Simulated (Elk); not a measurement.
# Collinear magnetic orders of Fe with Elk

Aim: find out whether Fe carries moments, and which collinear order costs least.

Calculated with Elk 11.2.3 (patched build); PBE; all-electron APW+lo, Dirac cores, scalar-relativistic bands.

Report form: the programs' logs are mostly left out.

The database entry behind the starting cell differs from later determinations by our own check (an axis about 0.7 % long against later determinations), so it need not match the best structure at ambient conditions.

**1. Set-up**

It takes space group Im-3m (No. 229, cubic). The conventional cell has a = 2.886 Å, b = 2.886 Å, c = 2.886 Å, α = 90.00°, β = 90.00°, γ = 90.00°. Nearest to Fe lie 8 Fe at 2.50 Å.

**2. Order 1, typed as ferro +**

Parallel moments need no larger cell; this start tests for a ferromagnetic state only.

Moments are seeded by fields in the spheres (the last three columns under atoms), set against the wanted direction and reduced each loop.

Contents of elk.in:

```
tasks
  0
  33
  73

xctype
  20

rgkmax
  7.0

nempty
  12

swidth
  0.005512

reducebf
  0.5

epsengy
  1e-05

maxscl
  100

lmaxi
  3

spinpol
  .true.

sppath
  './'

avec
  -2.72687479783 2.72687479783 2.72687479783
  2.72687479783 -2.72687479783 2.72687479783
  2.72687479783 2.72687479783 -2.72687479783

atoms
  1
  'Fe.in'
  1
  0.0000000000 0.0000000000 0.0000000000   0.000000 0.000000 -0.140000

ngridk
  22 22 22

plot3d
  0 0 0
  1 0 0
  0 1 0
  0 0 1
  13 13 13
```

The run is started by

```console
> OMP_NUM_THREADS=4 elk
```

Wall time 84 s (4 threads of Arm Neoverse V2, shared host); peak memory 0.17 GiB.

Numbers from this step:

```
density of states at the Fermi level : 0.9946 states/eV/cell
moment between the spheres           : -0.04779 μB
magnetization                        : 2.277 μB
final state                          : ferromagnetic
largest moment                       : 2.324 μB
```

After 19 cycles the largest moment stands at 2.32 μB.

**3. Start 2: antiferro q=(1/2,1/2,1/2) +-**

An opposed order shows whether the pairs that it reverses prefer unlike signs.

The cell is doubled to 2 atoms to hold this order. Its mesh is chosen so that both cells sample the same points.

Contents of elk.in:

```
tasks
  0

xctype
  20

rgkmax
  7.0

nempty
  12

swidth
  0.005512

reducebf
  0.5

epsengy
  1e-05

maxscl
  100

lmaxi
  3

spinpol
  .true.

sppath
  './'

avec
  -5.45374959567 5.45374959567 5.45374959567
  0.00000000000 0.00000000000 5.45374959567
  0.00000000000 5.45374959567 0.00000000000

atoms
  1
  'Fe.in'
  2
  0.0000000000 0.0000000000 0.0000000000   0.000000 0.000000 -0.140000
  0.5000000000 0.0000000000 0.0000000000   0.000000 0.000000 0.140000

ngridk
  11 22 22
```

The run is started by

```console
> OMP_NUM_THREADS=4 elk
```

The job ended after 3.9 min (4 threads; peak memory 0.3 GiB).

This step gave:

```yaml
density_of_states_at_the_fermi_level: 5.355 states/eV/cell
moment_between_the_spheres: 0 μB
magnetization: 0 μB
final_state: antiferromagnetic
largest_moment: 1.823 μB
```

It lies 398 meV a seeded atom over the first start, and its largest moment is 1.82 μB against 2.32 μB.

**4. Run 3 (antiferro q=(0,0,1/2) +-)**

Reversing part of the moments tests the sign of the couplings between them.

This order needs a doubled cell of 2 atoms. Its mesh is chosen so that both cells sample the same points.

Contents of elk.in:

```
tasks
  0

xctype
  20

rgkmax
  7.0

nempty
  12

swidth
  0.005512

reducebf
  0.5

epsengy
  1e-05

maxscl
  100

lmaxi
  3

spinpol
  .true.

sppath
  './'

avec
  -2.72687479783 2.72687479783 2.72687479783
  2.72687479783 -2.72687479783 2.72687479783
  5.45374959567 5.45374959567 -5.45374959567

atoms
  1
  'Fe.in'
  2
  0.0000000000 0.0000000000 0.0000000000   0.000000 0.000000 -0.140000
  0.0000000000 0.0000000000 0.5000000000   0.000000 0.000000 0.140000

ngridk
  22 22 11
```

The run is started by

```console
> OMP_NUM_THREADS=4 elk
```

It took 16 min on 4 threads; peak memory 0.48 GiB.

Spin moment in the muffin-tin sphere by atom:

```
atom  spin moment in the muffin-tin sphere (μB)
 Fe1                                       2.11
 Fe2                                      -2.11
```

Numbers from this step:

| Quantity | Value |
| --- | --- |
| density of states at the Fermi level | 3.146 states/eV/cell |
| moment between the spheres | 0 μB |
| magnetization | 0 μB |
| final state | antiferromagnetic |

It lies 194 meV a seeded atom over the first start, and its largest moment is 2.11 μB against 2.32 μB.

**5. Start 4: no spin polarisation**

A run without seeds gives the energy of the state without moments.

Contents of elk.in:

```
tasks
  0

xctype
  20

rgkmax
  7.0

nempty
  12

swidth
  0.005512

epsengy
  1e-05

maxscl
  100

lmaxi
  3

sppath
  './'

avec
  -2.72687479783 2.72687479783 2.72687479783
  2.72687479783 -2.72687479783 2.72687479783
  2.72687479783 2.72687479783 -2.72687479783

atoms
  1
  'Fe.in'
  1
  0.0000000000 0.0000000000 0.0000000000   0.000000 0.000000 0.000000

ngridk
  22 22 22
```

The run is started by

```console
> OMP_NUM_THREADS=4 elk
```

Run time: 11 s. Hardware: 4 threads; peak memory 0.08 GiB.

Numbers from this step:

| Property | Result |
| --- | --- |
| density of states at the Fermi level | 3.588 states/eV/cell |
| final state | non-magnetic (no spin polarisation) |

It lies 488 meV a seeded atom over the first start.

**6. The states side by side**

These are free energies at a smearing of 0.15 eV, so its entropy term is in the differences. They are divided by the number of seeded atoms, so that cells of unlike size compare. Wavevectors q in the names are fractions of the reciprocal vectors of the first run's cell.

Orders:

```
                       start        final state  typed order kept  energy over the lowest (meV a seeded atom)  largest sphere moment (μB)  net moment (μB a primitive cell)  DOS at the Fermi level (states/eV a primitive cell)  mesh matched  CPU time (s)
                     ferro +      ferromagnetic               yes                                           0                       2.324                             2.277                                               0.9946           yes         334.9
antiferro q=(1/2,1/2,1/2) +-  antiferromagnetic               yes                                       398.3                       1.823                                 0                                                2.677           yes         934.7
    antiferro q=(0,0,1/2) +-  antiferromagnetic               yes                                       194.4                       2.113                                 0                                                1.573           yes          3732
        no spin polarisation       non-magnetic                 -                                       488.3                           0                                 0                                                3.588           yes         40.17
```

**7. The lowest state with spin–orbit coupling**

Orbital moments arise only with spin–orbit coupling, and measured moments hold them.

The run goes on from the saved lowest state, with the moments along the z axis of the cell.

Edit elk.in of step 5 so:

```diff
@@ -1,3 +1,4 @@
 tasks
-  0
+  1
+  15
 
@@ -15,2 +16,5 @@
 
+reducebf
+  0.5
+
 epsengy
@@ -23,2 +27,11 @@
   3
+
+spinpol
+  .true.
+
+spinorb
+  .true.
+
+cmagz
+  .true.
 
@@ -36,3 +49,3 @@
   1
-  0.0000000000 0.0000000000 0.0000000000   0.000000 0.000000 0.000000
+  0.0000000000 0.0000000000 0.0000000000   0.000000 0.000000 -0.000140
```

The run is started by

```console
> OMP_NUM_THREADS=4 elk
```

The job ended after 4.4 min (4 threads; peak memory 0.22 GiB).

Read from the output:

```yaml
density_of_states_at_the_fermi_level: 0.9957 states/eV/cell
moment_between_the_spheres: -0.04774 μB
magnetization: 2.274 μB
final_state: ferromagnetic
largest_moment: 2.322 μB
```

Orbital moment <L> in the sphere by atom:

```
atom  x (μB)  y (μB)  z (μB)    size
 Fe1  0.0000  0.0000  0.0468  0.0468
```

**8. Outcome**

| Property | Result |
| --- | --- |
| lowest state found | ferromagnetic (typed ferro +) |
| largest site moment | 2.32 μB |
| next state | antiferromagnetic, 194 meV a seeded atom higher |
| energy gained by spin polarisation | 488 meV a seeded atom |
| with spin–orbit coupling: largest spin moment and its orbital moment | 2.32 and 0.0468 μB |

The lowest state found is ferromagnetic, reached from the start ferro +, with moments up to 2.32 μB. The next state costs 194 meV a seeded atom. The orbital moment is almost quenched. This is the lowest of 4 finished starts, no proof of the ground state.

[Logs and program files are shortened in this print: banners, set-up blocks, solver, clock and traceback lines can be left out without a mark of their own.]

[Logs are printed without paths, hosts, clocks, repeated set-up lines and the standing remarks that a program may print on its own settings, such as how far it seeks lower states.]

[Hosts, paths, dates, database ids (printed as entryN), source tags and the programs' standing remarks are cut or masked in the printed files.]

[Where a cell is said to come from a database of computed structures, the database is the Materials Project.]
